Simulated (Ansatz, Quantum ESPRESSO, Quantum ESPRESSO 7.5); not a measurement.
**Evanescent states of C, diamond type, lattice constant set to 3.57 Å**

Wanted: the complex band structure of C, diamond type, lattice constant set to 3.57 Å, as for a tunnel barrier.

Main program and level: Quantum ESPRESSO 7.5; plane-wave DFT, PBE, GBRV ultrasoft pseudopotentials (cross-check by Ansatz 0.2.0 with PAW datasets).

## Step 1: Starting point

Symmetry: Fd-3m, No. 227, cubic system. The conventional cell has a = 3.570 Å, b = 3.570 Å, c = 3.570 Å, α = 90.00°, β = 90.00°, γ = 90.00°. C has 4 C at 1.55 Å nearest.

## Step 2: SCF with pw.x

pwcond needs a cell whose third axis lies along the current and stands perpendicular to the other two.

File scf.in:

```
&control
  prefix = 'scf'
  outdir = './out'
  pseudo_dir = './pseudo'
  calculation = 'scf'
  tprnfor = .true.
/
&system
  ibrav = 0
  nat = 4
  ntyp = 1
  ecutwfc = 40
  ecutrho = 200
  occupations = 'fixed'
  nbnd = 12
/
&electrons
  conv_thr = 1e-09
  mixing_beta = 0.6
  electron_maxstep = 120
/
ATOMIC_SPECIES
  C   12.0110  c_pbe_v1.2.uspp.F.UPF
CELL_PARAMETERS angstrom
  2.52437120883597 0.00000000000000 0.00000000000000
  0.00000000000000 2.52437120883597 0.00000000000000
  0.00000000000000 0.00000000000000 3.57000000000000
ATOMIC_POSITIONS crystal
  C   0.000000000000 0.000000000000 0.000000000000
  C   0.500000000000 0.000000000000 0.250000000000
  C   0.500000000000 0.500000000000 0.500000000000
  C   0.000000000000 0.500000000000 0.750000000000
K_POINTS automatic
  10 10 8 0 0 0
```

The run is started by

```
$ OMP_NUM_THREADS=1 mpirun -n 2 pw.x -nk 2 -in scf.in > scf.out
```

What it wrote:

```text
Program PWSCF v.7.5 starts
[citation notice left out]

     Parallel version (MPI & OpenMP), running on       2 processor cores
     Number of MPI processes:                 2
     Threads/MPI process:                     1

     MPI processes distributed on     1 nodes
[...]
Current dimensions of program PWSCF are:
     Max number of different atomic species (ntypx) = 10
     Max number of k-points (npk) =  40000
     Max angular momentum in pseudopotentials (lmaxx) =  4
     Found identity + ( -0.5000 -0.5000 -0.5000) symmetry
     This is a supercell, fractional translations are disabled
     Message from routine setup:
     using ibrav=0 with symmetry is DISCOURAGED, use correct ibrav instead

     K-points division:     npool     =       2
     Subspace diagonalization in iterative solution of the eigenvalue problem:
     a serial algorithm will be used

     G-vector sticks info
     --------------------
     sticks:   dense  smooth     PW     G-vecs:    dense   smooth      PW
     Sum         357     293     97                 7387     5271    1055

     Using Slab Decomposition

     bravais-lattice index     =            0
     lattice parameter (alat)  =       4.7704  a.u.
     unit-cell volume          =     153.5222 (a.u.)^3
     number of atoms/cell      =            4
     number of atomic types    =            1
     number of electrons       =        16.00
     number of Kohn-Sham states=           12
     kinetic-energy cutoff     =      40.0000  Ry
     charge density cutoff     =     200.0000  Ry
     scf convergence threshold =      1.0E-09
     mixing beta               =       0.6000
     number of iterations used =            8  plain     mixing
     Exchange-correlation= SLA  PW   PBE  PBE
                           (   1   4   3   4   0   0   0)

     celldm(1)=   4.770370  celldm(2)=   0.000000  celldm(3)=   0.000000
     celldm(4)=   0.000000  celldm(5)=   0.000000  celldm(6)=   0.000000

     crystal axes: (cart. coord. in units of alat)
               a(1) = (   1.000000   0.000000   0.000000 )
               a(2) = (   0.000000   1.000000   0.000000 )
               a(3) = (   0.000000   0.000000   1.414214 )

     reciprocal axes: (cart. coord. in units 2 pi/alat)
               b(1) = (  1.000000  0.000000  0.000000 )
               b(2) = (  0.000000  1.000000  0.000000 )
               b(3) = (  0.000000  0.000000  0.707107 )

     PseudoPot. # 1 for C  read from file:
     ./pseudo/c_pbe_v1.2.uspp.F.UPF
     Pseudo is Ultrasoft + core correction, Zval =  4.0
     Generated by new atomic code, or converted to UPF format
     Using radial grid of  721 points,  4 beta functions with:
                l(1) =   0
                l(2) =   0
                l(3) =   1
                l(4) =   1
     Q(r) pseudized with  8 coefficients,  rinner =    1.100   1.100   1.100

     atomic species   valence    mass     pseudopotential
     C                 4.00    12.01100     C ( 1.00)

      8 Sym. Ops. (no inversion) found

   Cartesian axes

     site n.     atom                  positions (alat units)
         1        C      tau(   1) = (   0.0000000   0.0000000   0.0000000  )
         2        C      tau(   2) = (   0.5000000   0.0000000   0.3535534  )
         3        C      tau(   3) = (   0.5000000   0.5000000   0.7071068  )
         4        C      tau(   4) = (   0.0000000   0.5000000   1.0606602  )

     number of k points=   105

     Number of k-points >= 100: set verbosity='high' to print them.

     Dense  grid:     7387 G-vectors     FFT dimensions: (  24,  24,  32)

     Smooth grid:     5271 G-vectors     FFT dimensions: (  20,  20,  27)

     Estimated max dynamical RAM per process >      14.50 MB

     Estimated total dynamical RAM >      27.19 MB

     Initial potential from superposition of free atoms

     starting charge      15.9998, renormalised to      16.0000
     Starting wfcs are   16 randomized atomic wfcs

     total cpu time spent up to now is        3.0 secs

     per-process dynamical memory:    15.0 Mb

     Self-consistent Calculation

     iteration #  1     ecut=    40.00 Ry     beta= 0.60
     Davidson diagonalization with overlap
     ethr =  1.00E-02,  avg # of iterations =  2.7

     total cpu time spent up to now is        4.5 secs

     total energy              =     -45.91530268 Ry
     estimated scf accuracy    <       0.22716545 Ry

     iteration #  2     ecut=    40.00 Ry     beta= 0.60
[...]
total energy              =     -45.92079158 Ry
     estimated scf accuracy    <       0.01653697 Ry

     iteration #  3     ecut=    40.00 Ry     beta= 0.60
[...]
total energy              =     -45.92240832 Ry
     estimated scf accuracy    <       0.00017816 Ry

     iteration #  4     ecut=    40.00 Ry     beta= 0.60
[...]
c_bands:  1 eigenvalues not converged
[...]
total energy              =     -45.92244462 Ry
     estimated scf accuracy    <       0.00000353 Ry

     iteration #  5     ecut=    40.00 Ry     beta= 0.60
[...]
total energy              =     -45.92244554 Ry
     estimated scf accuracy    <       0.00000006 Ry

     iteration #  6     ecut=    40.00 Ry     beta= 0.60
[...]
total energy              =     -45.92244557 Ry
     estimated scf accuracy    <          2.8E-09 Ry

     iteration #  7     ecut=    40.00 Ry     beta= 0.60
[...]
End of self-consistent calculation

     Number of k-points >= 100: set verbosity='high' to print the bands.

     highest occupied, lowest unoccupied level (ev):    13.2973   17.4421

!    total energy              =     -45.92244557 Ry
     estimated scf accuracy    <          1.5E-10 Ry

     The total energy is the sum of the following terms:
     one-electron contribution =      16.04319512 Ry
     hartree contribution      =       3.87135189 Ry
     xc contribution           =     -14.73432338 Ry
     ewald contribution        =     -51.10266919 Ry

     convergence has been achieved in   7 iterations

     Forces acting on atoms (cartesian axes, Ry/au):

     atom    1 type  1   force =     0.00000000    0.00000000    0.00000000
     atom    2 type  1   force =     0.00000000    0.00000000   -0.00000062
     atom    3 type  1   force =     0.00000000    0.00000000    0.00000000
     atom    4 type  1   force =     0.00000000    0.00000000    0.00000062

     Total force =     0.000001     Total SCF correction =     0.000001
     SCF correction compared to forces is large: reduce conv_thr to get better values

[...]
=------------------------------------------------------------------------------=
   JOB DONE.
=------------------------------------------------------------------------------=
```

Elapsed: 14 s, on 2 MPI ranks of Arm Neoverse N1, shared host; peak memory 0.11 GiB.

Read from the output:

| Quantity | Value |
| --- | --- |
| free energy | -624.8067 eV |
| valence top, on the run's zero | 13.30 eV |
| conduction bottom, on the run's zero | 17.44 eV |
| gap by band count | 4.145 eV |

The run needed 7 iterations to bring the estimated error under 1e-09 Ry.

(Part 1 of 3 ends here.)

[Logs are printed without paths, hosts, clocks, repeated set-up lines and the standing remarks that a program may print on its own settings, such as how far it seeks lower states.]

[Hosts, paths, dates, database ids (printed as entryN), source tags and the programs' standing remarks are cut or masked in the printed files.]

[Maps of the electrostatic potential energy from Ansatz leave out the sawtooth potential of an applied field or a dipole correction, so their vacuum need not be flat; planar profiles and work functions include it.]
